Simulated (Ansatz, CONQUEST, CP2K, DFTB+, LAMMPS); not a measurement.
# Liquid Mg at 1150 K (73 atoms) in DFTB+

How do the settings of DFTB+ change the result for liquid Mg at 1150 K (73 atoms)? A plane-wave run serves as the yardstick.

Calculated with DFTB+ 25.1; the method is named at each step.

**1. Starting point**

The cell holds 73 atoms: 73 Mg. Its edges and angles: a = 12.583 Å, b = 12.583 Å, c = 12.583 Å, α = 90.0°, β = 90.0°, γ = 90.0°. 73 atoms (73 Mg) placed at random at 1.59 g/cm³, melted at 1150 K for 10 ps at fixed volume with the EAM Mg potential (Sun et al., Phys. Rev. B 73, 024116 (2006)). Snapshot at the end of a hold of 10 ps at 1150 K and zero pressure.

As a file:

```xyz
73
Lattice="12.5832 0.0000 0.0000 0.0000 12.5832 0.0000 0.0000 0.0000 12.5832" Properties=species:S:1:pos:R:3 pbc="T T T"
Mg   12.1264    1.5467    0.4738
Mg    9.7721    6.0189    0.8214
Mg   10.6107    1.3277   10.1609
Mg    4.2433   10.5147    5.9105
Mg    0.9460    6.6082    7.3168
Mg    6.2932   12.4447    6.0987
Mg    3.7386    0.0463    3.9462
Mg    7.0292    5.8329    9.8416
Mg   12.0017    7.5979    1.5718
Mg    8.2034    9.0127   10.2854
Mg    1.1957    3.2080    6.3905
Mg    2.5871    9.0251   10.2728
Mg    5.5927    2.9777    4.4800
Mg   11.8285    9.2586    4.3489
Mg    9.3391    1.1853    6.7959
Mg    7.0481    7.4208    6.8440
Mg    9.1670    1.1263    0.1568
Mg    1.7566    2.5773   11.6994
Mg   11.1039    4.5634    8.4509
Mg    2.5710    1.2236    1.2257
Mg    8.4256    4.2300   12.0731
Mg    4.1976    7.2674    8.2975
Mg    7.2249   11.2822    3.6500
Mg    8.7746    8.9095    0.6675
Mg    5.1956    2.1646    7.9520
Mg    0.5203   12.1782   11.3216
Mg    0.9707   11.3387    1.7684
Mg    4.4764   10.1625    2.8020
Mg   10.0303   11.4646    2.0426
Mg    7.4785    3.9506    2.3639
Mg    1.7988    8.3466    3.4810
Mg   12.2388    9.0725   10.2325
Mg    0.7512    4.6855    1.2712
Mg    3.0073    5.7181    5.4331
Mg    0.3725   10.0013    7.1396
Mg   10.6377    3.5392    2.2845
Mg    5.9359    1.3088   10.4963
Mg   11.2899    4.2188   11.6419
Mg    0.6920    6.3127   11.4590
Mg    3.5817    6.0781   11.3322
Mg    8.4110    3.7892    5.9497
Mg    5.7845    5.2905    4.5999
Mg    5.2886    4.4590    7.5823
Mg    3.2523    0.9611    6.6171
Mg    5.9259    0.8742    1.7016
Mg    9.7397    6.6750   10.5290
Mg   12.3405    1.0708    3.4367
Mg    4.9461    8.0972    4.6553
Mg    8.3506    3.1540    9.1520
Mg   10.3098   11.1762    8.4077
Mg    7.5541   12.3762    9.0170
Mg    3.3138   11.6992   11.3614
Mg    7.6597   10.1038    7.6277
Mg   10.3228   11.5027    5.1269
Mg    1.9715   11.6948    8.7592
Mg    2.3070    8.4034    0.4840
Mg   10.2658   11.0896   11.2154
Mg    5.3539    8.1413   11.2300
Mg    7.4206   11.2829   12.2500
Mg    1.3185   11.4529    4.7453
Mg    2.6349    2.6591    4.0167
Mg    2.7580    4.2678    8.8353
Mg    4.9838   11.1399    8.6576
Mg   12.5427    0.7404    6.8600
Mg    3.5571    6.4191    2.3689
Mg    0.6185    2.7595    9.1388
Mg    8.4041    1.2298    3.9117
Mg   10.5160    8.1450    8.3039
Mg    9.5557    6.0831    3.6323
Mg    6.7311    6.9691    2.1507
Mg    8.9415    9.0074    4.2986
Mg    0.0638    5.6170    3.9237
Mg    4.5106    3.7920    1.5296
```

The yardstick, on the same geometry:

```
method                 : Kohn-Sham DFT, PBE, PAW, plane waves (Ansatz 0.2.0); cutoff 420 eV, Γ point, fermi-dirac smearing of 0.05 eV; PAW set soft_2
r.m.s. force component : 0.5832 eV/Å
longest force          : 3.316 eV/Å
pressure               : -0.02406 GPa
SCF cycles             : 10
time                   : 20 s on 4 threads of Intel Xeon 6975P-C (Granite Rapids), shared host
CPU time               : 73 s
```

**2. IPEA1-xTB**

Method: IPEA1-xTB tight binding, diagonalisation.

File dftb_in.hsd:

```
Geometry = GenFormat {
  <<< geo.gen
}
Driver = {}
Hamiltonian = xTB {
  Method = "IPEA1-xTB"
  SccTolerance = 1e-06
  MaxSccIterations = 300
  Mixer = Broyden { MixingParameter = 0.05 }
  Filling = Fermi { Temperature [K] = 580 }
  KPointsAndWeights = { 0.0 0.0 0.0 1.0 }
}
Analysis {
  PrintForces = Yes
  MullikenAnalysis = Yes
}
ParserOptions { ParserVersion = 14 }
```

File geo.gen:

```
73 F
Mg
1 1 0.96370 0.12292 0.03765
2 1 0.77660 0.47833 0.06528
3 1 0.84324 0.10551 0.80750
4 1 0.33722 0.83561 0.46971
5 1 0.07518 0.52516 0.58147
6 1 0.50013 0.98899 0.48467
7 1 0.29711 0.00368 0.31361
8 1 0.55862 0.46355 0.78212
9 1 0.95379 0.60381 0.12491
10 1 0.65193 0.71625 0.81739
11 1 0.09502 0.25494 0.50786
12 1 0.20560 0.71723 0.81639
13 1 0.44446 0.23664 0.35603
14 1 0.94002 0.73579 0.34561
15 1 0.74219 0.09420 0.54008
16 1 0.56012 0.58974 0.54390
17 1 0.72851 0.08951 0.01246
18 1 0.13960 0.20482 0.92976
19 1 0.88244 0.36266 0.67160
20 1 0.20432 0.09724 0.09741
21 1 0.66959 0.33616 0.95946
22 1 0.33359 0.57755 0.65941
23 1 0.57417 0.89661 0.29007
24 1 0.69733 0.70805 0.05305
25 1 0.41290 0.17202 0.63195
26 1 0.04135 0.96781 0.89974
27 1 0.07714 0.90110 0.14054
28 1 0.35574 0.80762 0.22268
29 1 0.79712 0.91110 0.16233
30 1 0.59432 0.31396 0.18786
31 1 0.14295 0.66331 0.27664
32 1 0.97263 0.72100 0.81319
33 1 0.05970 0.37236 0.10102
34 1 0.23899 0.45442 0.43177
35 1 0.02960 0.79481 0.56739
36 1 0.84539 0.28126 0.18155
37 1 0.47173 0.10401 0.83415
38 1 0.89722 0.33527 0.92519
39 1 0.05499 0.50168 0.91066
40 1 0.28464 0.48303 0.90058
41 1 0.66843 0.30113 0.47283
42 1 0.45970 0.42044 0.36556
43 1 0.42029 0.35436 0.60257
44 1 0.25846 0.07638 0.52587
45 1 0.47094 0.06947 0.13523
46 1 0.77402 0.53047 0.83675
47 1 0.98071 0.08510 0.27312
48 1 0.39307 0.64349 0.36996
49 1 0.66363 0.25065 0.72732
50 1 0.81933 0.88818 0.66817
51 1 0.60033 0.98355 0.71659
52 1 0.26335 0.92975 0.90290
53 1 0.60872 0.80296 0.60618
54 1 0.82036 0.91413 0.40744
55 1 0.15668 0.92940 0.69610
56 1 0.18334 0.66783 0.03846
[... 17 atom lines left out ...]
0.0 0.0 0.0
12.58321 0.00000 0.00000
0.00000 12.58321 0.00000
0.00000 0.00000 12.58321
```

The run is started by

```sh
$ OMP_NUM_THREADS=1 dftb+ > output.txt
```

Output:

```text
Reading input file 'dftb_in.hsd'
Parser version: 14
--------------------------------------------------------------------------------
Processed input in HSD format written to 'dftb_pin.hsd'
Starting initialization...
--------------------------------------------------------------------------------
WARNING!
-> Dipole printed for extended system : value printed is not well defined
Mode:                        Static calculation
Self consistent charges:     Yes
SCC-tolerance:                 0.100000E-05
Max. scc iterations:                    300
Shell resolved Hubbard:      Yes
Spin polarisation:           No
Nr. of up electrons:            73.000000
Nr. of down electrons:          73.000000
Periodic boundaries:         Yes
Electronic solver:           Relatively robust
Mixer:                       Broyden mixer
Mixing parameter:                  0.050000
Nr. of chrg. vec. in memory:            300
Max. SCC-cycles:                        300
tblite library version:      0.3.0
-> parametrization:          IPEA1-xTB
-> repulsion:                Yes
-> dispersion:               Yes
-> halogen bonding:          Yes
-> electrostatics:           Yes
   -> isotropic:             Yes
   -> anisotropic:           No
   -> third-order:           Yes
Electronic temperature:              0.183675E-02 H      0.499806E-01 eV
Initial charges:             Set automatically (system chrg:   0.000E+00)
Included shells:            Mg:  s, p
K-points and weights:           1:  0.000000  0.000000  0.000000     1.000000
K-points in absolute space:     1:  0.000000  0.000000  0.000000
Extra options:
                             Mulliken analysis
                             Force calculation
Force type                   original
--------------------------------------------------------------------------------
***  Geometry step: 0
 iSCC Total electronic   Diff electronic      SCC error
    1   -0.56694662E+02    0.00000000E+00    0.80171720E+00
    2   -0.56699536E+02   -0.56694662E+02    0.76098345E+00
    3   -0.56660281E+02   -0.48737577E-02    0.16769044E+00
    4   -0.56703391E+02    0.39254643E-01    0.63552415E-01
    5   -0.56711576E+02   -0.43110457E-01    0.22054845E-01
    6   -0.56712205E+02   -0.81844191E-02    0.40843042E-02
    7   -0.56712213E+02   -0.62942919E-03    0.22390883E-02
    8   -0.56712221E+02   -0.81442053E-05    0.87474661E-03
    9   -0.56712222E+02   -0.80994424E-05    0.74893383E-03
   10   -0.56712222E+02   -0.89519247E-07    0.30445024E-03
   11   -0.56712222E+02   -0.10547801E-07    0.54895208E-04
   12   -0.56712222E+02   -0.83297344E-07    0.33319380E-04
   13   -0.56712222E+02   -0.66057737E-08    0.58579044E-05
>> Charges saved for restart in charges.bin
   14   -0.56712222E+02   -0.58515042E-08    0.99076818E-06
Total Energy:                      -56.9403552251 H        -1549.4259 eV
Extrapolated to 0K:                -56.9403959562 H        -1549.4270 eV
Total Mermin free energy:          -56.9404366873 H        -1549.4281 eV
Force related energy:              -56.9404366873 H        -1549.4281 eV
Volume:                              0.134453E+05 au^3   0.199239E+04 A^3
Pressure:                            0.758694E-03 au     0.223215E+11 Pa
```

detailed.out:

```text
Fermi distribution function
Calculation with static geometry
********************************************************************************
 iSCC Total electronic   Diff electronic      SCC error
   14   -0.56712222E+02   -0.58515042E-08    0.99076818E-06
********************************************************************************
 Total charge:    -0.00000000
 Atomic gross charges (e)
 Atom           Charge
    1       0.04227946
    2       0.03757072
    3       0.00773276
    4       0.02487649
    5      -0.05841421
    6       0.03883059
    7       0.03093460
    8       0.00063559
    9       0.01138573
   10       0.02005225
   11      -0.00624785
   12      -0.01078998
[...]
69      -0.03508147
   70      -0.01164351
   71      -0.01252401
   72      -0.03607325
   73      -0.03720324
Fermi level:                        -0.1409582051 H           -3.8357 eV
Band energy:                       -49.8813750600 H        -1357.3413 eV
TS:                                  0.0000814622 H            0.0022 eV
Band free energy (E-TS):           -49.8814565221 H        -1357.3435 eV
Extrapolated E(0K):                -49.8814157910 H        -1357.3424 eV
Input / Output electrons (q):    146.0000000000    146.0000000000
Energy H0:                         -56.8298597947 H        -1546.4192 eV
Energy SCC:                          0.1176381818 H            3.2011 eV
Total Electronic energy:           -56.7122216128 H        -1543.2181 eV
Repulsive energy:                    0.1856937677 H            5.0530 eV
Halogen correction energy:           0.0000000000 H            0.0000 eV
Total energy:                      -56.9403552251 H        -1549.4259 eV
Extrapolated to 0:                 -56.9403959562 H        -1549.4270 eV
Total Mermin free energy:          -56.9404366873 H        -1549.4281 eV
Force related energy:              -56.9404366873 H        -1549.4281 eV
Non-constrained calculation
SCC converged
Total Forces
    1     -0.010538017201     -0.002068014304      0.009893898835
    2     -0.001959691406      0.019889659960      0.001968278814
    3      0.000971930309     -0.000328153701     -0.008305829357
    4     -0.018397599748     -0.010532331651      0.014738723574
    5     -0.004795651785      0.007537953590      0.007321605862
    6      0.009294924056      0.016577033186      0.000965538441
    7      0.012422802265      0.007979326354     -0.015682487001
    8     -0.009942588906      0.006583323080     -0.004362611737
    9      0.004852957459      0.023524362239     -0.002232673220
   10     -0.010935397379     -0.001572153884     -0.006811399246
   11     -0.012006495381      0.023355768718     -0.012667122233
[...]
69     -0.002474880119     -0.005657427917      0.029734848676
   70      0.000908542087      0.011603239489     -0.011164602403
   71     -0.011980074441     -0.012907309772      0.004799417678
   72     -0.004578377650     -0.007868666035      0.020286783920
   73     -0.001726509044     -0.004708302785     -0.017285788439
Total stress tensor
      0.000718511126     -0.000013872681     -0.000029917959
     -0.000013872681      0.000805207692      0.000003868568
     -0.000029917959      0.000003868568      0.000752363376
Total lattice derivs
     -0.406269349180      0.007844060797      0.016916578222
      0.007844060797     -0.455290381717     -0.002187413268
      0.016916578222     -0.002187413268     -0.425410502082
Maximal derivative component:        0.781230E-01 au
Volume:                              0.134453E+05 au^3
Pressure:                            0.758694E-03 au     0.223215E+11 Pa
Warning: dipole moment is not defined absolutely!
Dipole moment:    1.25043496   -0.00767318    0.63729450 au
Dipole moment:    3.17828889   -0.01950327    1.61984117 Debye
```

Elapsed: 5.9 s, on 1 thread of Intel Xeon 6975P-C (Granite Rapids), shared host; peak memory 0.19 GiB.

Banners, paths, timers and routine set-up lines are dropped from the logs unmarked, and long logs keep their key lines alone; longer cuts are marked.

Against the reference:

| Item | Value |
| --- | --- |
| r.m.s. force component | 0.8079 eV/Å |
| r.m.s. difference of force components | 358.6 meV/Å |
| longest difference of force vectors | 1375 meV/Å |
| force difference over r.m.s. force | 61.48 % |
| slope of forces against the reference's | 1.271 |
| correlation of force components | 0.9172 |
| pressure | 22.32 GPa |
| pressure difference | 22.35 GPa |

The surroundings of Mg61, picked at random, nearest first, numbered as they follow in the input and with coordinates relative to it.

```
atom      x      y      z  distance (Å)  bonds  Mulliken charge (e)     Fx     Fy  Fz (eV/Å)
Mg61   0.00   0.00   0.00          0.00      8                 0.01  -0.68   1.32      -1.01
Mg11  -1.44   0.55   2.37          2.83      9                -0.01  -0.62   1.20      -0.65
 Mg7   1.10  -2.61  -0.07          2.84     11                 0.03   0.64   0.41      -0.81
Mg13   2.96   0.32   0.46          3.01     12                 0.04  -0.42  -4.02       0.17
Mg20  -0.06  -1.44  -2.79          3.14     10                 0.00   0.81  -0.48       0.69
Mg44   0.62  -1.70   2.60          3.17     11                 0.04  -0.94  -0.19       0.26
Mg73   1.88   1.13  -2.49          3.31      8                -0.04  -0.09  -0.24      -0.89
Mg47  -2.88  -1.59  -0.58          3.34      9                 0.00  -0.38   0.51       0.64
Mg34   0.37   3.06   1.42          3.39     11                 0.01  -0.41   0.12       0.03
```

Forces lie 61 % from the reference's, at 0.077 times its CPU time (on 1 against 4 cores).

**3. DFTB 3ob-3-1**

Method: third-order SCC-DFTB tight binding, 3ob-3-1 parameters, diagonalisation.

The folder slako/ holds the set 3ob-3-1.

dftb_in.hsd, as its differences from that of step 2:

```diff
@@ -4,4 +4,17 @@
 Driver = {}
-Hamiltonian = xTB {
-  Method = "IPEA1-xTB"
+Hamiltonian = DFTB {
+  Scc = Yes
+  SlaterKosterFiles = Type2FileNames {
+    Prefix = "slako/"
+    Separator = "-"
+    Suffix = ".skf"
+  }
+  MaxAngularMomentum {
+    Mg = "p"
+  }
+  ThirdOrderFull = Yes
+  HCorrection = Damping { Exponent = 4.0 }
+  HubbardDerivs {
+    Mg = -0.02
+  }
   SccTolerance = 1e-06
```

geo.gen is that of step 2.

The run is started by

```sh
$ OMP_NUM_THREADS=1 dftb+ > output.txt
```

Output:

```text
Reading input file 'dftb_in.hsd'
Parser version: 14
--------------------------------------------------------------------------------
Reading SK-files:
./slako/Mg-Mg.skf
Done.
Processed input in HSD format written to 'dftb_pin.hsd'
Starting initialization...
--------------------------------------------------------------------------------
WARNING!
[... lines left out ...]
--------------------------------------------------------------------------------
***  Geometry step: 0
 iSCC Total electronic   Diff electronic      SCC error
    1   -0.28033446E+02    0.00000000E+00    0.20104997E+00
    2   -0.28043247E+02   -0.28033446E+02    0.18076029E+00
    3   -0.28052337E+02   -0.98014077E-02    0.91111519E-01
[...]
>> Charges saved for restart in charges.bin
   20   -0.28056698E+02   -0.48006150E-08    0.13020749E-05
>> Charges saved for restart in charges.bin
   21   -0.28056698E+02    0.33878678E-09    0.25712630E-06
Total Energy:                      -28.0566984359 H         -763.4616 eV
Extrapolated to 0K:                -28.0619162327 H         -763.6036 eV
Total Mermin free energy:          -28.0671340295 H         -763.7456 eV
Force related energy:              -28.0671340295 H         -763.7456 eV
Volume:                              0.134453E+05 au^3   0.199239E+04 A^3
Pressure:                            0.125872E-03 au     0.370328E+10 Pa
```

detailed.out:

```text
Fermi distribution function
Calculation with static geometry
********************************************************************************
 iSCC Total electronic   Diff electronic      SCC error
   21   -0.28056698E+02    0.33878678E-09    0.25712630E-06
********************************************************************************
 Total charge:    -0.00000000
 Atomic gross charges (e)
[... lines left out ...]
Fermi level:                        -0.1141528197 H           -3.1063 eV
[... lines left out ...]
Band free energy (E-TS):           -28.1427607819 H         -765.8035 eV
[... lines left out ...]
Total energy:                      -28.0566984359 H         -763.4616 eV
[... lines left out ...]
Total Mermin free energy:          -28.0671340295 H         -763.7456 eV
[... lines left out ...]
SCC converged
Total Forces
[... lines left out ...]
    2     -0.003962486599      0.011124956166      0.001171365770
[...]
72      0.002567568458     -0.003692940495      0.012288460060
   73     -0.005484475803      0.000911090277     -0.008794655808
Total stress tensor
      0.000111338971     -0.000004943128     -0.000000187163
     -0.000004943128      0.000140816317      0.000007710783
     -0.000000187163      0.000007710783      0.000125460798
Total lattice derivs
     -0.062954642917      0.002795003663      0.000105827723
      0.002795003664     -0.079622084096     -0.004359925067
      0.000105827803     -0.004359924976     -0.070939578639
Maximal derivative component:        0.235395E-01 au
Volume:                              0.134453E+05 au^3
Pressure:                            0.125872E-03 au     0.370328E+10 Pa
Warning: dipole moment is not defined absolutely!
Dipole moment:    2.19098095   -0.57469296    1.05592164 au
Dipole moment:    5.56891854   -1.46072392    2.68388533 Debye
```

It took 0.77 s on 1 thread; peak memory 0.15 GiB.

Against the reference:

* r.m.s. force component: 0.4295 eV/Å
* r.m.s. difference of force components: 372.9 meV/Å
* longest difference of force vectors: 2318 meV/Å
* force difference over r.m.s. force: 63.94 %
* slope of forces against the reference's: 0.5668
* correlation of force components: 0.7696
* pressure: 3.703 GPa
* pressure difference: 3.727 GPa

Against the first run (61 %), the force difference from the reference is 64 %, at 0.13 times the CPU time (21 SCF steps against 14).

**4. All runs compared**

Differences are against the plane-wave reference, forces as r.m.s. over components; share is that over the reference's r.m.s. force, slope the least-squares factor from reference forces to these. Total energies of different programs have different zeros and aren't compared.

```
               run  Δ force, r.m.s. (meV/Å)  share (%)  slope  Δ pressure (GPa)  cores  CPU time  memory (GiB)
         reference                        -          -      -                 -      4      73 s           2.6
   DFTB+ IPEA1-xTB                      359       61.5  1.271              22.3      1     5.6 s          0.19
DFTB+ DFTB 3ob-3-1                      373       63.9  0.567              3.73      1    0.74 s          0.15
```

CPU time is summed over cores on a shared host, where runs went side by side, so it is rough. Symmetry, cutoffs, thresholds, outputs and thread counts weren't matched or tuned between programs; memory under MPI is the largest rank's times the ranks.

**5. Outcome**

* nearest in forces: DFTB+ IPEA1-xTB, 61 %
* its CPU time: 5.6 s

**Reading.** Tight binding differs by 61 % (DFTB+ IPEA1-xTB) to 64 % (DFTB+ DFTB 3ob-3-1); it is another model, with fitted parameters of its own, and the xTB methods hold dispersion. IPEA1-xTB was fitted to ionisation energies and electron affinities, not to forces or charges. Of the electronic-structure runs that take under half the reference's CPU time, DFTB+ IPEA1-xTB comes nearest, at 61 % in 5.6 s against 73 s, too far off to be of use; its pressure misses by +22.3 GPa. Periodic xTB results under one method name differ between programs and library versions (DFTB+ here holds tblite 0.3). The frame stands for 1150 K, but pressures are static and levels are smeared at 580 K, under the temperature of the frame, which matters where levels are partly filled. The network of bonds at the start is that of the classical potential that made the cell, and needn't be the one that DFT or experiment would give. The electronic-structure runs sample only Γ, in a cell whose shortest periodic width is 13 Å, which is coarse for a cell with partly filled levels.

[Also dropped from logs without a mark: logging warnings of Python, and SIESTA's first energy breakdown and zero terms.]

[Logs are printed without paths, hosts, clocks, repeated set-up lines and the standing remarks that a program may print on its own settings, such as how far it seeks lower states.]

[Hosts, paths, dates, database ids (printed as entryN), source tags and the programs' standing remarks are cut or masked in the printed files.]
